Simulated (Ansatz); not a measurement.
## Σ5 (210) boundary in bcc Nb: structure and resistance

Aim: the relaxed structure and the specific resistance of the Σ5 (210) boundary in bcc Nb.

Program: Ansatz 0.2.0. Level of theory: Ansatz plane-wave DFT, r2SCAN, PAW files; relaxation of a bicrystal slab with its lowest layers held; PAW set soft_1, in the first sound run; inputs show where later runs differ. Results are calculated unless marked as measured.

## Step 1: Set-up

The cell holds 25 atoms: 25 Nb. Its edges and angles: a = 7.393 Å, b = 3.306 Å, c = 29.483 Å, α = 90.0°, β = 90.0°, γ = 90.0°. It derives from Nb. built on the (2 1 0) plane; 2 overlapping atoms removed and the grains opened by 0 Å. Vacuum lies along c.

## Step 2: Relaxing the bicrystal

The boundary is built by mirroring the lower grain in the boundary plane and removing any atoms that overlap. A thin bicrystal slab is relaxed first, with the lowest layers held and the upper grain free to shift and open.

input.yaml

```yaml
crystal:
  lattice:
    - [7.393111554, 0.0, 0.0]
    - [0.0, 3.3063, 0.0]
    - [0.0, 0.0, 29.482778885]
  atoms:
    - { symbol: Nb, position: [0.7, 0.5, 0.1695905267] }
    - { symbol: Nb, position: [0.0, 0.0, 0.1946665604] }
    - { symbol: Nb, position: [0.3, 0.5, 0.219742594] }
    - { symbol: Nb, position: [0.6, 0.0, 0.2448186277] }
    - { symbol: Nb, position: [0.9, 0.5, 0.2698946613] }
    - { symbol: Nb, position: [0.2, 0.0, 0.294970695] }
    - { symbol: Nb, position: [0.5, 0.5, 0.3200467286] }
    - { symbol: Nb, position: [0.8, 0.0, 0.3451227623] }
    - { symbol: Nb, position: [0.1, 0.5, 0.3701987959] }
    - { symbol: Nb, position: [0.4, 0.0, 0.3952748296] }
    - { symbol: Nb, position: [0.7, 0.5, 0.4203508632] }
    - { symbol: Nb, position: [0.0, 0.0, 0.4454268969] }
    - { symbol: Nb, position: [0.4, 0.0, 0.4955789642] }
    - { symbol: Nb, position: [0.1, 0.5, 0.5206549978] }
    - { symbol: Nb, position: [0.8, 0.0, 0.5457310315] }
    - { symbol: Nb, position: [0.5, 0.5, 0.5708070651] }
    - { symbol: Nb, position: [0.2, 0.0, 0.5958830988] }
    - { symbol: Nb, position: [0.9, 0.5, 0.6209591324] }
    - { symbol: Nb, position: [0.6, 0.0, 0.6460351661] }
    - { symbol: Nb, position: [0.3, 0.5, 0.6711111997] }
    - { symbol: Nb, position: [0.0, 0.0, 0.6961872333] }
    - { symbol: Nb, position: [0.7, 0.5, 0.721263267] }
    - { symbol: Nb, position: [0.4, 0.0, 0.7463393006] }
    - { symbol: Nb, position: [0.1, 0.5, 0.7714153343] }
    - { symbol: Nb, position: [0.8, 0.0, 0.7964913679] }
kpoints:
  mp_grid: { grid: [3, 7, 1] }
hamiltonian:
  xc: r2scan
  pseudopotentials: { kind: paw, azcp: { folder: soft_1 } }
scf:
  occupations: { method: fermi_dirac, width: 0.1 }
relax:
  f_tol: 0.03
  max_steps: 80
  constraints: [{ sites: [0, 1, 2, 3, 4] }]
```

Launch:

```sh
ansatz run input.yaml --threads 4 --pin off --max-ram 15360MiB --backend cpu --events-out ev --progress --plain --runs-dir out
```

Numbers of over 12 decimals in the logs are rounded to 6 here.

The log of the run:

```text
Engine: ansatz 0.2.0, aarch64-unknown-linux-gnu
Pseudopotentials: kind: paw
Pseudopotential: Nb, paw, valence charge 13, recommended cutoff 500 eV (meta_gga), soft_1/Nb.paw.azcp
Functional definition: r2SCAN
  parameter k0 = 0.174
  parameter k1 = 0.065
  parameter a1 = 4.9479
  exchange = r2scan_x(k0 = k0, k1 = k1, a1 = a1)
  correlation = r2scan_c
Crystal: 25 atoms, lattice volume = 720.672 Å³
Basis set: ecut = 500 eV, 18253 PW (Γ), exchange–correlation on 216×100×864 points (64 copies of the dense FFT grid, shifted against one another)
Bands: 195, of which v1, the nominal top of the filled ones, is band 163 counted from 1 (162 counted from 0)
Symmetry: 2 space group operations
Space group: Pm (ITA 6), of the structure as read, at distance tolerance 9.0e-5 Å
k-points: 8 of 21 (time reversal used)
Non-local potential: Nb, projectors of the file, l = 0: 3, l = 1: 2, l = 2: 2, l = 3: 1
PAW form: soft (Blöchl's): semilocal exchange-correlation on the pseudo side does not see the compensation charge
PAW frozen core: Nb, regenerated for the run's functional (the file was generated under x = pbe(κ = 0.804, μ = 0.219515), c = pbe(β = 0.066725))
PAW one-centre angular grid: Nb, 590 points (default); XC on 160 Gauss nodes
Initial density: superposition of atomic densities (neutral atoms: chi_scale 0, normalization atom)
Initial wavefunctions: pseudopotential atomic-orbital guess
Functional: x = r2scan, c = r2scan; τ floored in thin density (d = 2e-4 eV/Å³)
SCF iter   1: F=—  HF=-114099.922676 eV  |F-HF|=—  |Δ(HF+E_count)|=         —  Δρ=7.22e-2  dr2=3.42e2  dr2_τ=1.69e0  ethr=3.10e-3  ⟨swp⟩=9.0  Hψ=7587  notcnv=0
preconditioner: auto → LDOS  [metal: Δε(μ)=0.046 eV  Ē_g=3.826 eV  σ=0.100 eV  W_gap=0.11  n_scr=164 (ndim 8)  ℏωp=15.5 eV  f_vac=0.287  D(μ)=22.73/eV (n_scr^D=164)  β→1.0]
SCF iter   2: F=—  HF=-114092.114649 eV  |F-HF|=—  |Δ(HF+E_count)|=    7.81e0  Δρ=7.10e-2  dr2=5.88e2  dr2_τ=8.48e0  ethr=3.10e-3  ⟨swp⟩=12.8  Hψ=7767  notcnv=0  defer=11
SCF iter   3: F=—  HF=-114080.876839 eV  |F-HF|=—  |Δ(HF+E_count)|=    1.12e1  Δρ=1.89e-2  dr2=1.94e1  dr2_τ=6.92e-1  ethr=3.10e-3  ⟨swp⟩=10.5  Hψ=6436  notcnv=0  defer=7
SCF iter   4: F=—  HF=-114080.963860 eV  |F-HF|=—  |Δ(HF+E_count)|=   8.70e-2  Δρ=5.72e-3  dr2=5.44e-1  dr2_τ=2.93e-2  ethr=3.10e-3  ⟨swp⟩=4.1  Hψ=2029  notcnv=0  defer=1
SCF iter   5: F=—  HF=-114081.017434 eV  |F-HF|=—  |Δ(HF+E_count)|=   5.36e-2  Δρ=3.38e-3  dr2=1.33e0  dr2_τ=1.02e-2  ethr=1.67e-4  ⟨swp⟩=5.0  Hψ=3335  notcnv=0  defer=6
SCF iter   6: F=—  HF=-114080.996885 eV  |F-HF|=—  |Δ(HF+E_count)|=   2.05e-2  Δρ=1.09e-3  dr2=9.04e-2  dr2_τ=1.00e-3  ethr=1.67e-4  ⟨swp⟩=1.9  Hψ=1679  notcnv=0  defer=1
SCF iter   7: F=—  HF=-114080.993452 eV  |F-HF|=—  |Δ(HF+E_count)|=   3.43e-3  Δρ=2.22e-4  dr2=9.40e-4  dr2_τ=4.12e-5  ethr=2.78e-5  ⟨swp⟩=2.2  Hψ=1927  notcnv=0  defer=2
SCF iter   8: F=—  HF=-114080.993800 eV  |F-HF|=—  |Δ(HF+E_count)|=   3.48e-4  Δρ=7.84e-5  dr2=1.15e-4  dr2_τ=5.85e-6  ethr=2.89e-7  ⟨swp⟩=3.0  Hψ=2681  notcnv=0  defer=1
SCF iter   9: F=-114080.993819 eV  HF=-114080.993821 eV  |F-HF|=1.72e-6  |Δ(HF+E_count)|=   2.07e-5  Δρ=2.37e-5  dr2=9.04e-6  dr2_τ=4.08e-7  ethr=6.92e-9  ⟨swp⟩=2.8  Hψ=6378  notcnv=0
SCF 1 converged in 9 iterations: F = -114080.993819 eV  dr2 = 9.04e-6
  greatest PAW one-centre occupation: 1.001 electrons in one spin orbital (limit 2), on the Nb atom at site 7 (counted from 0), in its partial waves of l = 0
relax step   1: F+E_penalty+E_count = -114080.99381926 eV  Δ(F+E_penalty+E_count) = +0.000e0 eV  max|allowed force component| = 1.833e0 eV/Å  Δτ_max = 0.0000 Å  (9 SCF iters, dr2 threshold 2.25e-5 eV, accepted)
Initial density: handed on by an earlier stage of this run
Initial wavefunctions: those handed on with the density
iter 1 solved again at ethr=1.39e-3 eV; its pass at ethr=3.10e-3 eV (dr2=4.51e0 eV) is discarded
SCF iter   1: F=—  HF=-114079.697331 eV  |F-HF|=—  |Δ(HF+E_count)|=         —  Δρ=1.01e-2  dr2=4.70e0  dr2_τ=6.28e0  ethr=1.39e-3  ⟨swp⟩=2.4  Hψ=6077  notcnv=0
preconditioner: auto → LDOS  [metal: Δε(μ)=0.007 eV  Ē_g=3.268 eV  σ=0.100 eV  W_gap=0.02  n_scr=164 (ndim 8)  ℏωp=15.5 eV  f_vac=0.294  D(μ)=30.33/eV (n_scr^D=276)  β→1.0]
SCF iter   2: F=—  HF=-114081.574776 eV  |F-HF|=—  |Δ(HF+E_count)|=    1.88e0  Δρ=4.72e-3  dr2=4.82e-1  dr2_τ=5.97e-2  ethr=1.39e-3  ⟨swp⟩=3.1  Hψ=3164  notcnv=0
SCF iter   3: F=—  HF=-114081.574654 eV  |F-HF|=—  |Δ(HF+E_count)|=   1.22e-4  Δρ=1.79e-3  dr2=1.28e-1  dr2_τ=4.69e-3  ethr=1.48e-4  ⟨swp⟩=2.4  Hψ=2662  notcnv=0  defer=1
SCF iter   4: F=—  HF=-114081.569459 eV  |F-HF|=—  |Δ(HF+E_count)|=   5.20e-3  Δρ=5.99e-4  dr2=1.04e-2  dr2_τ=6.83e-4  ethr=3.94e-5  ⟨swp⟩=2.0  Hψ=2145  notcnv=0
SCF iter   5: F=—  HF=-114081.569127 eV  |F-HF|=—  |Δ(HF+E_count)|=   3.32e-4  Δρ=1.48e-4  dr2=5.17e-4  dr2_τ=2.79e-5  ethr=3.20e-6  ⟨swp⟩=2.4  Hψ=2726  notcnv=0
SCF iter   6: F=-114081.569128 eV  HF=-114081.569153 eV  |F-HF|=2.49e-5  |Δ(HF+E_count)|=   2.63e-5  Δρ=5.93e-5  dr2=6.02e-5  dr2_τ=2.11e-6  ethr=3.08e-8  ⟨swp⟩=3.1  Hψ=5779  notcnv=0
SCF 2 converged in 6 iterations: F = -114081.569128 eV  dr2 = 6.02e-5
  greatest PAW one-centre occupation: 1.001 electrons in one spin orbital (limit 2), on the Nb atom at site 20 (counted from 0), in its partial waves of l = 0
relax step   2: F+E_penalty+E_count = -114081.56912830 eV  Δ(F+E_penalty+E_count) = -5.753e-1 eV  max|allowed force component| = 6.978e-1 eV/Å  Δτ_max = 0.1948 Å  (6 SCF iters, dr2 threshold 1.00e-4 eV, accepted)
SCF iter   1: F=—  HF=-114076.842577 eV  |F-HF|=—  |Δ(HF+E_count)|=         —  Δρ=1.70e-2  dr2=3.63e1  dr2_τ=2.62e1  ethr=3.10e-3  ⟨swp⟩=7.2  Hψ=5191  notcnv=0  defer=1
preconditioner: auto → LDOS  [metal: Δε(μ)=0.007 eV  Ē_g=3.320 eV  σ=0.100 eV  W_gap=0.02  n_scr=164 (ndim 8)  ℏωp=15.5 eV  f_vac=0.300  D(μ)=29.14/eV (n_scr^D=272)  β→1.0]
SCF iter   2: F=—  HF=-114082.005888 eV  |F-HF|=—  |Δ(HF+E_count)|=    5.16e0  Δρ=7.65e-3  dr2=3.67e0  dr2_τ=1.24e-1  ethr=3.10e-3  ⟨swp⟩=2.5  Hψ=2838  notcnv=0  defer=1
SCF iter   3: F=—  HF=-114081.981724 eV  |F-HF|=—  |Δ(HF+E_count)|=   2.42e-2  Δρ=2.40e-3  dr2=4.39e-1  dr2_τ=8.19e-3  ethr=1.13e-3  ⟨swp⟩=2.5  Hψ=1764  notcnv=0  defer=1
SCF iter   4: F=—  HF=-114081.979987 eV  |F-HF|=—  |Δ(HF+E_count)|=   1.74e-3  Δρ=1.38e-3  dr2=5.36e-2  dr2_τ=3.53e-3  ethr=1.35e-4  ⟨swp⟩=2.4  Hψ=2223  notcnv=0  defer=1
SCF iter   5: F=—  HF=-114081.974805 eV  |F-HF|=—  |Δ(HF+E_count)|=   5.18e-3  Δρ=2.54e-4  dr2=1.85e-3  dr2_τ=9.22e-5  ethr=1.65e-5  ⟨swp⟩=2.4  Hψ=2677  notcnv=0  defer=1
[...]
relax step   6: F+E_penalty+E_count = -114082.36385756 eV  Δ(F+E_penalty+E_count) = -2.501e-2 eV  max|allowed force component| = 1.869e-1 eV/Å  Δτ_max = 0.1804 Å  (8 SCF iters, dr2 threshold 8.18e-6 eV, accepted)
relax step   7: F+E_penalty+E_count = -114082.37148284 eV  Δ(F+E_penalty+E_count) = -7.625e-3 eV  max|allowed force component| = 1.154e-1 eV/Å  Δτ_max = 0.0461 Å  (6 SCF iters, dr2 threshold 2.87e-5 eV, accepted)
relax step   8: F+E_penalty+E_count = -114082.37319031 eV  Δ(F+E_penalty+E_count) = -1.707e-3 eV  max|allowed force component| = 1.054e-1 eV/Å  Δτ_max = 0.0308 Å  (6 SCF iters, dr2 threshold 5.07e-6 eV, accepted)
relax step   9: F+E_penalty+E_count = -114082.37333338 eV  Δ(F+E_penalty+E_count) = -1.431e-4 eV  max|allowed force component| = 1.132e-1 eV/Å  Δτ_max = 0.0306 Å  (6 SCF iters, dr2 threshold 4.24e-6 eV, accepted)
relax step  10: F+E_penalty+E_count = -114082.37480053 eV  Δ(F+E_penalty+E_count) = -1.467e-3 eV  max|allowed force component| = 4.448e-2 eV/Å  Δτ_max = 0.0203 Å  (5 SCF iters, dr2 threshold 1.07e-5 eV, accepted)
SCF iter   1: F=—  HF=-114082.347881 eV  |F-HF|=—  |Δ(HF+E_count)|=         —  Δρ=6.36e-4  dr2=1.29e-2  dr2_τ=4.05e-2  ethr=2.61e-5  ⟨swp⟩=2.0  Hψ=2580  notcnv=0  defer=2
preconditioner: auto → LDOS  [metal: Δε(μ)=0.007 eV  Ē_g=3.382 eV  σ=0.100 eV  W_gap=0.02  n_scr=164 (ndim 8)  ℏωp=15.5 eV  f_vac=0.316  D(μ)=28.15/eV (n_scr^D=244)  β→1.0]
SCF iter   2: F=—  HF=-114082.375271 eV  |F-HF|=—  |Δ(HF+E_count)|=   2.74e-2  Δρ=3.63e-4  dr2=9.81e-4  dr2_τ=1.77e-4  ethr=3.98e-6  ⟨swp⟩=2.0  Hψ=3102  notcnv=0  defer=2
SCF iter   3: F=—  HF=-114082.375271 eV  |F-HF|=—  |Δ(HF+E_count)|=   1.33e-7  Δρ=1.00e-4  dr2=1.47e-4  dr2_τ=1.00e-5  ethr=3.02e-7  ⟨swp⟩=2.1  Hψ=2859  notcnv=0  defer=2
SCF iter   4: F=—  HF=-114082.375274 eV  |F-HF|=—  |Δ(HF+E_count)|=   3.03e-6  Δρ=3.30e-5  dr2=1.58e-5  dr2_τ=1.43e-6  ethr=4.51e-8  ⟨swp⟩=2.4  Hψ=2802  notcnv=0  defer=2
SCF iter   5: F=—  HF=-114082.375440 eV  |F-HF|=—  |Δ(HF+E_count)|=   1.67e-4  Δρ=1.07e-5  dr2=2.18e-6  dr2_τ=1.14e-7  ethr=4.87e-9  ⟨swp⟩=3.0  Hψ=2973  notcnv=0  defer=2
SCF iter   6: F=—  HF=-114082.375440 eV  |F-HF|=—  |Δ(HF+E_count)|=   3.49e-8  Δρ=4.34e-6  dr2=1.45e-7  dr2_τ=1.06e-8  ethr=6.70e-10  ⟨swp⟩=2.1  Hψ=2687  notcnv=0  defer=2
SCF iter   7: F=-114082.375441 eV  HF=-114082.375441 eV  |F-HF|=2.19e-8  |Δ(HF+E_count)|=   7.82e-8  Δρ=1.37e-6  dr2=3.18e-8  dr2_τ=1.69e-9  ethr=3.08e-11  ⟨swp⟩=5.2  Hψ=5470  notcnv=0
SCF 11 converged in 7 iterations: F = -114082.375441 eV  dr2 = 3.18e-8
relax step  11: F+E_penalty+E_count = -114082.37544053 eV  Δ(F+E_penalty+E_count) = -6.400e-4 eV  max|allowed force component| = 9.808e-3 eV/Å  Δτ_max = 0.0132 Å  (7 SCF iters, accepted)
iter 1 solved again at ethr=9.76e-12 eV; its pass at ethr=3.10e-3 eV (dr2=3.17e-8 eV) is discarded
SCF iter   1: F=—  HF=-114082.375441 eV  |F-HF|=—  |Δ(HF+E_count)|=         —  Δρ=1.37e-6  dr2=3.18e-8  dr2_τ=1.69e-9  ethr=9.76e-12  ⟨swp⟩=2.4  Hψ=6212  notcnv=0  defer=2
preconditioner: auto → LDOS  [metal: Δε(μ)=0.007 eV  Ē_g=3.382 eV  σ=0.100 eV  W_gap=0.02  n_scr=164 (ndim 8)  ℏωp=15.5 eV  f_vac=0.316  D(μ)=28.17/eV (n_scr^D=244)  β→1.0]
SCF iter   2: F=-114082.375441 eV  HF=-114082.375441 eV  |F-HF|=2.17e-8  |Δ(HF+E_count)|=   4.50e-9  Δρ=1.10e-6  dr2=2.23e-8  dr2_τ=1.05e-9  ethr=9.76e-12  ⟨swp⟩=4.5  Hψ=4574  notcnv=0
SCF 12 converged in 2 iterations: F = -114082.375441 eV  dr2 = 2.23e-8
SCF converged after 2 iterations
Free energy (F): -114082.375441 eV
Harris-Foulkes:  -114082.375441 eV  (|F-HF|=2.17e-8)
Internal energy: -114081.445053 eV  (E = F + TS)
E sigma→0 (E₀):  -114081.910247 eV
Entropy (-TS):   -0.930388 eV (-37.216 meV/atom)
Fermi energy:    9.839680 eV
--- Per-component energies (eV) ---
  E_band       = -4580.909204
  E_kinetic    = 9292.324585
  E_local      = -276924.137928  (includes V_loc(G=0)·N_el)
  E_nonlocal   = 2378.317212
  E_hartree    = 134428.684549
  E_xc         = -3972.212062
  E_vxc        = -5535.592334  (∫ρ·V_xc dr)
  E_paw        = -77489.591358  (= ΣΔE_a)
  E_vpaw       = -3001.058936  (= ΣTr[D̂ρ^β])
  E_aug_tail   = 0.000589  (compensation charges beyond the density's cutoff)
  E_vtau       = 351.871378  (kinetic-family band-sum trace: ∫τ·v_τ [+ j·A + Jᵃ·Aᵃ] dr)
  E_ewald      = 98209.980116
  E_core_change = -4.810756  (= ΣΔE_core)
  E_smearing   = -0.930388  (= −TS)
  E_closure    = -0.000000  (closes the sum)
  Σ components = -114082.375441   (vs F -114082.375441, Δ=0.00e0)
--- Forces (eV/Å), atoms counted from 1 ---
  atom   1  Nb     0.60520624    -0.00000000     1.80157386
  atom   2  Nb    -0.58702590     0.00000000    -0.14447340
  atom   3  Nb    -0.17410330     0.00000000    -0.19967440
  atom   4  Nb     0.34737116     0.00000000    -0.85225791
  atom   5  Nb    -0.19167472     0.00000000    -0.61173086
  atom   6  Nb     0.00578479    -0.00000000    -0.00090175
  atom   7  Nb    -0.00558980    -0.00000000     0.00453470
  atom   8  Nb    -0.00211921    -0.00000000     0.00086307
  atom   9  Nb     0.00226844    -0.00000000     0.00051738
  atom  10  Nb     0.00072106     0.00000000     0.00534279
  atom  11  Nb     0.00039094    -0.00000000    -0.00272371
  atom  12  Nb     0.00513170     0.00000000     0.00300310
  atom  13  Nb    -0.00426223     0.00000000    -0.00475488
  atom  14  Nb     0.00259125    -0.00000000    -0.00308646
  atom  15  Nb     0.00438273    -0.00000000     0.00112159
  atom  16  Nb    -0.00574032     0.00000000    -0.00030620
  atom  17  Nb    -0.00067491    -0.00000000    -0.00184878
  atom  18  Nb    -0.00350936    -0.00000000     0.00704556
  atom  19  Nb     0.00273164    -0.00000000     0.00351096
  atom  20  Nb     0.00211576    -0.00000000     0.00711349
  atom  21  Nb    -0.00980919     0.00000000     0.00216468
  atom  22  Nb     0.00014852     0.00000000    -0.00954435
  atom  23  Nb     0.00420521    -0.00000000    -0.00101946
  atom  24  Nb    -0.00104795     0.00000000    -0.00231085
  atom  25  Nb     0.00251521     0.00000000    -0.00214058
  max |Σ_I F_I| component: 1.76e-5 eV/Å
--- Relaxed structure (11 steps of the walk, 11 accepted, 0 SCFs on fresh bases) ---
  F+E_penalty+E_count = -114082.37544053 eV   max|allowed force component| = 9.808e-3 eV/Å
  atoms:
    - { symbol: Nb, position: [0.700000, 0.500000, 0.1695905267] }
    - { symbol: Nb, position: [0.0, 0.0, 0.194667] }
    - { symbol: Nb, position: [0.3, 0.500000, 0.219742594] }
    - { symbol: Nb, position: [0.6, 0.0, 0.2448186277] }
    - { symbol: Nb, position: [0.9, 0.500000, 0.2698946613] }
    - { symbol: Nb, position: [0.199766, 1.117675456918699e-18, 0.293842] }
    - { symbol: Nb, position: [0.504607, 0.500000, 0.319746] }
    - { symbol: Nb, position: [0.800595, -2.6270586475525954e-18, 0.347776] }
    - { symbol: Nb, position: [0.105459, 0.500000, 0.366140] }
    - { symbol: Nb, position: [0.415195, 2.7782144055280986e-18, 0.392469] }
    - { symbol: Nb, position: [0.713577, 0.500000, 0.434191] }
    - { symbol: Nb, position: [0.028092, 9.98964285861357e-18, 0.435336] }
    - { symbol: Nb, position: [0.413864, 1.7703520891280326e-17, 0.477697] }
    - { symbol: Nb, position: [0.103725, 0.500000, 0.504267] }
    - { symbol: Nb, position: [0.798978, 2.2894764197307614e-17, 0.522605] }
    - { symbol: Nb, position: [0.507882, 0.500000, 0.549715] }
    - { symbol: Nb, position: [0.201380, 2.000615763835322e-17, 0.575675] }
    - { symbol: Nb, position: [0.897041, 0.500000, 0.600163] }
    - { symbol: Nb, position: [0.598246, 2.104624566933956e-17, 0.624776] }
    - { symbol: Nb, position: [0.298436, 0.500000, 0.651091] }
    - { symbol: Nb, position: [0.000256862, 2.0683805170847726e-17, 0.675295] }
    - { symbol: Nb, position: [0.697366, 0.500000, 0.700591] }
    - { symbol: Nb, position: [0.387283, 2.0147790660535073e-17, 0.725988] }
    - { symbol: Nb, position: [0.094516, 0.500000, 0.748954] }
    - { symbol: Nb, position: [0.804512, 3.010575704520328e-17, 0.766082] }
```

It took 14 min on 4 threads of Arm Neoverse V1, shared host; peak memory 4.3 GiB; 52 min of CPU time.

Relaxation path:

```tsv
step	energy less that of the first step (eV)	largest force component (eV/Å)
1	0.0000	1.8329
2	-0.5753	0.6978
3	-0.9811	0.3667
4	-1.2191	0.1609
5	-1.3450	0.2061
6	-1.3700	0.1869
7	-1.3777	0.1154
8	-1.3794	0.1054
9	-1.3795	0.1132
10	-1.3810	0.0445
11	-1.3816	0.0098
```

The run keeps the 2 symmetry operations that it works with, so distortions that break them were not tested.

The atoms that moved most (Å):

```tsv
atom	dx	dy	dz	length
Nb25	0.033	0.000	-0.897	0.897
Nb15	-0.008	0.000	-0.682	0.682
Nb24	-0.041	0.000	-0.662	0.663
Nb19	-0.013	0.000	-0.627	0.627
Nb16	0.058	0.000	-0.622	0.625
Nb21	0.002	0.000	-0.616	0.616
Nb18	-0.022	0.000	-0.613	0.614
Nb22	-0.019	0.000	-0.609	0.610
```

This step gave:

```yaml
free_energy: -114082.3754 eV
energy_at_zero_smearing: -114081.9102 eV
fermi_energy: 9.840 eV
```

The largest force component on a free atom ends at 0.0098 eV/Å, under the tolerance of 0.03, after 11 steps.

[end of part 1 of 3]

[Logs are printed without paths, hosts, clocks, repeated set-up lines and the standing remarks that a program may print on its own settings, such as how far it seeks lower states.]

[Hosts, paths, dates, database ids (printed as entryN), source tags and the programs' standing remarks are cut or masked in the printed files.]
